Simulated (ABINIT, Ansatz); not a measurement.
**Quasiparticle gap of CdSe (Cadmoselite) in ABINIT**

How does a plane-wave GW calculation on CdSe (Cadmoselite) run from the first input to the gap?

Program: ABINIT 10.8.3. Level of theory: PBE and many-body steps on it, plane waves. Results are calculated unless marked as measured.

This is a report of a sequence of runs, with most program output left out.

The database entry behind the starting cell differs from later determinations by our own check (inner coordinate of an old entry), so it need not match the best structure at ambient conditions.

### Step 1. The starting structure

Symmetry: P6_3mc, No. 186, hexagonal system. The conventional cell has a = 4.300 Å, b = 4.300 Å, c = 7.020 Å, α = 90.00°, β = 90.00°, γ = 120.00°. Nearest to Cd lie 4 Se at 2.61 to 2.70 Å. Se has 4 Cd at 2.61 to 2.70 Å nearest. Farther neighbours and most contacts between anions are not listed.

The cell and positions come from the Crystallography Open Database and are kept as given unless a step says otherwise.

### Step 2. Ground state

This step: ABINIT 10.8.3; DFT, PBE, plane waves, norm-conserving pseudopotentials.

The ground-state density comes first.

run.abi

```
acell 3*1.0 Angstrom
rprim 
  4.300000000016 -0.000000000004 0.000000000000
  -2.150000000005 3.723909236288 0.000000000000
  0.000000000000 0.000000000000 7.020000000000
ntypat 2
znucl 48 34
natom 4
typat 1 1 2 2
xred 
  0.333333333333 0.666666666667 0.000000000000
  0.666666666667 0.333333333333 0.500000000000
  0.333333333333 0.666666666667 0.385000000000
  0.666666666667 0.333333333333 0.885000000000
pp_dirpath "pseudos"
pseudos "Cd.upf, Se.upf"
ecut 48
ngkpt 3 3 2
nshiftk 1
shiftk 0 0 0
kptopt 1
chksymbreak 0
nband 50
occopt 1
tolvrs 1e-08
nstep 60
prtwf 0
optforces 0
optstress 0
indata_prefix "in"
outdata_prefix "out"
tmpdata_prefix "tmp"
```

Command:

```console
OMP_NUM_THREADS=1 mpirun -n 4 abinit run.abi > log
```

Wall time 72 s (4 MPI ranks of Intel Xeon Platinum 8375C at 2.90GHz (Ice Lake), shared host); peak memory 0.65 GiB; 4.8 min of CPU time.

This step gave:

* total energy: -27944.2721 eV
* gap: 0.6773 eV
* k of the valence top: 0, 0, 0
* k of the conduction bottom: 0, 0, 0
* least direct gap: 0.6773 eV

The gap is direct, at Γ.

### Step 3. Bands along the symmetry lines

Levels along a band path, at the cheap level, show where the edges lie and whether the meshes to come will hold them.

run.abi

```
acell 3*1.0 Angstrom
rprim 
  4.300000000016 -0.000000000004 0.000000000000
  -2.150000000005 3.723909236288 0.000000000000
  0.000000000000 0.000000000000 7.020000000000
ntypat 2
znucl 48 34
natom 4
typat 1 1 2 2
xred 
  0.333333333333 0.666666666667 0.000000000000
  0.666666666667 0.333333333333 0.500000000000
  0.333333333333 0.666666666667 0.385000000000
  0.666666666667 0.333333333333 0.885000000000
pp_dirpath "pseudos"
pseudos "Cd.upf, Se.upf"
ecut 48
iscf -2
irdden 1
kptopt 0
nkpt 39
kpt 
  0.00000000 0.00000000 0.00000000
  0.12500000 0.00000000 0.00000000
  0.25000000 0.00000000 0.00000000
  0.37500000 0.00000000 0.00000000
  0.50000000 0.00000000 0.00000000
  0.45833333 0.08333333 0.00000000
  0.41666666 0.16666666 0.00000000
  0.37500000 0.25000000 0.00000000
  0.33333333 0.33333333 0.00000000
  0.25000000 0.25000000 0.00000000
  0.16666666 0.16666666 0.00000000
  0.08333333 0.08333333 0.00000000
  0.00000000 0.00000000 0.00000000
  0.00000000 0.00000000 0.12500000
  0.00000000 0.00000000 0.25000000
  0.00000000 0.00000000 0.37500000
  0.00000000 0.00000000 0.50000000
  0.12500000 0.00000000 0.50000000
  0.25000000 0.00000000 0.50000000
  0.37500000 0.00000000 0.50000000
  0.50000000 0.00000000 0.50000000
  0.45833333 0.08333333 0.50000000
  0.41666666 0.16666666 0.50000000
  0.37500000 0.25000000 0.50000000
  0.33333333 0.33333333 0.50000000
  0.25000000 0.25000000 0.50000000
  0.16666666 0.16666666 0.50000000
  0.08333333 0.08333333 0.50000000
  0.00000000 0.00000000 0.50000000
  0.50000000 0.00000000 0.50000000
  0.50000000 0.00000000 0.37500000
  0.50000000 0.00000000 0.25000000
  0.50000000 0.00000000 0.12500000
  0.50000000 0.00000000 0.00000000
  0.33333333 0.33333333 0.50000000
  0.33333333 0.33333333 0.37500000
  0.33333333 0.33333333 0.25000000
  0.33333333 0.33333333 0.12500000
  0.33333333 0.33333333 0.00000000
istwfk *1
nband 51
nbdbuf 2
tolwfr 1e-08
nstep 40
prtwf 0
prtvol 0
indata_prefix "in"
outdata_prefix "out"
tmpdata_prefix "tmp"
```

Run time: 2.7 min. Hardware: 4 MPI ranks; peak memory 0.77 GiB.

Numbers from this step:

```yaml
gap: 0.6773 eV
k_of_the_valence_top: 0, 0, 0
k_of_the_conduction_bottom: 0, 0, 0
least_direct_gap: 0.6773 eV
```

The gap is 0.677 eV, as in the run before at this level.

The electronic bands at the labelled points (eV, zero at the top of the highest filled band):

| point | band 41 | band 42 | band 43 | band 44 | band 45 | band 46 | band 47 | band 48 |
| --- | --- | --- | --- | --- | --- | --- | --- | --- |
| Γ | -0.72 | -0.02 | 0.00 | 0.00 | 0.68 | 2.09 | 5.86 | 5.86 |
| halfway | -2.18 | -1.35 | -0.45 | -0.43 | 2.60 | 3.42 | 5.19 | 5.87 |
| M | -2.57 | -1.86 | -1.25 | -0.83 | 3.21 | 3.29 | 4.79 | 6.14 |
| halfway | -2.66 | -2.15 | -1.41 | -1.32 | 3.93 | 4.24 | 4.65 | 6.12 |
| K | -3.07 | -1.80 | -1.80 | -1.79 | 4.37 | 4.79 | 4.79 | 7.03 |
| halfway | -2.50 | -1.70 | -0.76 | -0.57 | 3.05 | 4.06 | 5.14 | 5.50 |
| Γ | -0.72 | -0.02 | 0.00 | 0.00 | 0.68 | 2.09 | 5.86 | 5.86 |
| halfway | -0.62 | -0.62 | -0.11 | -0.11 | 1.71 | 2.19 | 5.67 | 5.94 |
| A | -0.38 | -0.38 | -0.38 | -0.38 | 2.31 | 2.31 | 5.80 | 5.80 |
| halfway | -1.35 | -1.35 | -0.92 | -0.92 | 3.37 | 3.37 | 4.95 | 4.95 |
| L | -1.38 | -1.38 | -1.30 | -1.30 | 2.97 | 2.97 | 4.76 | 4.76 |
| halfway | -2.03 | -2.03 | -1.13 | -1.13 | 3.48 | 3.48 | 5.22 | 5.22 |
| H | -2.49 | -2.49 | -1.06 | -1.06 | 3.77 | 3.77 | 5.90 | 5.90 |
| halfway | -1.38 | -1.38 | -1.22 | -1.22 | 3.75 | 3.75 | 4.94 | 4.94 |
| A | -0.38 | -0.38 | -0.38 | -0.38 | 2.31 | 2.31 | 5.80 | 5.80 |
| jump to L | -1.38 | -1.38 | -1.30 | -1.30 | 2.97 | 2.97 | 4.76 | 4.76 |
| halfway | -2.11 | -1.73 | -1.07 | -1.01 | 2.81 | 3.34 | 5.13 | 5.18 |
| M | -2.57 | -1.86 | -1.25 | -0.83 | 3.21 | 3.29 | 4.79 | 6.14 |
| jump to H | -2.49 | -2.49 | -1.06 | -1.06 | 3.77 | 3.77 | 5.90 | 5.90 |
| halfway | -2.91 | -2.01 | -1.43 | -1.43 | 4.30 | 4.30 | 4.82 | 6.37 |
| K | -3.07 | -1.80 | -1.80 | -1.79 | 4.37 | 4.79 | 4.79 | 7.03 |

### Step 4. Empty states on the mesh, 3×3×2 mesh, 415 bands

The sums over transitions need many empty states on a uniform mesh; this step solves for them.

run.abi

```
acell 3*1.0 Angstrom
rprim 
  4.300000000016 -0.000000000004 0.000000000000
  -2.150000000005 3.723909236288 0.000000000000
  0.000000000000 0.000000000000 7.020000000000
ntypat 2
znucl 48 34
natom 4
typat 1 1 2 2
xred 
  0.333333333333 0.666666666667 0.000000000000
  0.666666666667 0.333333333333 0.500000000000
  0.333333333333 0.666666666667 0.385000000000
  0.666666666667 0.333333333333 0.885000000000
pp_dirpath "pseudos"
pseudos "Cd.upf, Se.upf"
ecut 48
ngkpt 3 3 2
nshiftk 1
shiftk 0 0 0
kptopt 1
chksymbreak 0
iscf -2
irdden 1
istwfk *1
nband 415
nbdbuf 36
tolwfr 1e-09
nstep 60
prtvol 0
indata_prefix "in"
outdata_prefix "out"
tmpdata_prefix "tmp"
```

The job ended after 15 min (4 MPI ranks; peak memory 0.92 GiB).

Numbers from this step:

```yaml
gap: 0.6773 eV
k_of_the_valence_top: 0, 0, 0
k_of_the_conduction_bottom: 0, 0, 0
least_direct_gap: 0.6773 eV
k_points_computed: 6
lowest_point_of_the_top_converged_band_above_the_valence_top: 112.1664 eV
```

On this mesh the gap is 0.677 eV.

### Step 5. Screening, 3×3×2 mesh, 379 bands, screening to 217.7 eV

The RPA dielectric matrix is built and inverted for each q.

This step: RPA screening on PBE, plane waves, norm-conserving pseudopotentials.

run.abi, as its differences from that of step 4:

```diff
@@ -22,10 +22,11 @@
 chksymbreak 0
-iscf -2
-irdden 1
 istwfk *1
-nband 415
-nbdbuf 36
-tolwfr 1e-09
-nstep 60
-prtvol 0
+occopt 1
+irdwfk 1
+optdriver 3
+nband 379
+ecuteps 8
+inclvkb 2
+awtr 1
+symchi 1
 indata_prefix "in"
```

It took 13 min on 4 MPI ranks; peak memory 4 GiB.

Numbers from this step:

```yaml
eps_infinity_with_local_fields_on_this_mesh_along_the_program_s_q_direction: 49.51
the_same_without_local_fields: 51.81
plasma_frequency: 32.85 eV
plane_waves_in_the_screening_matrix: 809
```

Local fields lower ε∞ by 4 %. On a Γ-centred mesh this coarse the value itself is usually too large, while a short band sum pulls it down.

### Step 6. Self-energy, 3×3×2 mesh, 379 bands, screening to 217.7 eV

The self-energy is evaluated for the states that the input lists, and the levels follow from it, in one-shot runs by the linearised quasiparticle equation.

This step: G0W0 on PBE, plane waves, norm-conserving pseudopotentials.

run.abi, as its differences from that of step 5:

```diff
@@ -25,8 +25,15 @@
 irdwfk 1
-optdriver 3
+optdriver 4
 nband 379
+gwcalctyp 0
+ecutsigx 48
+symsigma 1
+nkptgw 1
+kptgw 
+  0.0000000000 0.0000000000 0.0000000000
+bdgw 
+  43 46
 ecuteps 8
-inclvkb 2
-awtr 1
-symchi 1
+irdscr 1
+ppmodel 1
 indata_prefix "in"
```

The job ended after 73 s (4 MPI ranks; peak memory 4 GiB; 4.8 min of CPU time).

This step gave:

| Quantity | Value |
| --- | --- |
| G0W0 gap on the points computed | 1.280 eV |
| starting gap on the mesh | 0.6773 eV |
| k of the valence top | 0, 0, 0 |
| k of the conduction bottom | 0, 0, 0 |
| Z at the valence top | 0.795 |
| Z at the conduction bottom | 0.817 |
| least direct G0W0 gap on the computed points | 1.280 eV |

The gap on the mesh goes from 0.68 eV to 1.28 eV, a correction of +0.60 eV.

Limits: finite bands, cutoff and mesh; no spin-orbit coupling; coarse k mesh. v1 is the top filled band, c1 the lowest empty one. The levels before and after the correction (eV, zero at the valence-band top of each column):

|  | conduction bottom | valence top |
| --- | --- | --- |
| Kohn-Sham | 0.68 | 0.00 |
| G0W0 | 1.28 | 0.00 |

```
             level  energy (eV)
Kohn-Sham  Γ v2-v1        0.000
Kohn-Sham     Γ c1        0.677
Kohn-Sham     Γ c2        2.089
     G0W0  Γ v2-v1        0.000
     G0W0     Γ c1        1.280
     G0W0     Γ c2        2.785
```

### Step 7. Where the time went

Times are wall times on 4 MPI ranks of Intel Xeon Platinum 8375C at 2.90GHz (Ice Lake), shared host, good to a factor of about two.

| step | time | share | memory (GiB) |
| --- | --- | --- | --- |
| ground state | 72 s | 4 % | 0.65 |
| bands along the symmetry lines | 2.7 min | 8 % | 0.77 |
| empty states on the mesh | 15 min | 45 % | 0.92 |
| screening | 13 min | 39 % | 4.0 |
| self-energy | 73 s | 4 % | 4.0 |

### Step 8. Summary of results

| Item | Value |
| --- | --- |
| PBE gap | 0.68 eV, direct |
| G0W0 gap on the mesh | 1.28 eV |
| GW settings | 3×3×2 mesh, 379 bands, screening to 217.7 eV, Godby-Needs plasmon pole |
| known limits | not at the basis limit; mesh may overstate the screening; no spin-orbit coupling; coarse k mesh |

**Reading.** G0W0 moves the gap on the mesh from 0.68 eV to 1.28 eV (+0.60 eV), with Z of 0.80 and 0.82 at the edges. Local fields lower the RPA ε∞ on this mesh from 51.81 to 49.51; a Γ-centred mesh this coarse tends to raise both, most where the direct gap is narrow, while a short band sum lowers them. Only 1 of the mesh's irreducible points was corrected, so a valley elsewhere could overtake. Bands and cutoff are finite, so the gap is not at the basis limit. The miss can reach some tenths of an eV and take either sign; the mesh is an error of its own. In the G0W0 run levels were corrected at 1 k point alone, so a gap called «on the mesh» is the least over those, and an edge elsewhere would be missed. The 3×3×2 mesh is coarse for this cell, which bears on the long-range parts of exchange and screening. The RPA ε∞ on this mesh reaches over 25; with a narrow direct gap a coarse mesh can overstate it, and the correction is then too small. The many-body steps are scalar-relativistic: spin-orbit coupling is not in them.

[Paths, hosts, dates, memory and timing lines, banners, echoed tables and standing remarks are left out of the program output.]

[Logs are printed without paths, hosts, clocks, repeated set-up lines and the standing remarks that a program may print on its own settings, such as how far it seeks lower states.]

[Runs of the session that timed out or met a known fault of the program may be left out.]

[Hosts, paths, dates, database ids (printed as entryN), source tags and the programs' standing remarks are cut or masked in the printed files.]

[G0W0 gaps are taken among the corrected bands and points alone; a level outside them can change the order at an edge.]

[Where Ansatz stands beside ABINIT at settings called matched, ABINIT's density can come from a denser mesh and the files from another edition; pairs whose starting gaps differed by over 0.03 eV were left out, so agreement reads better than it is.]
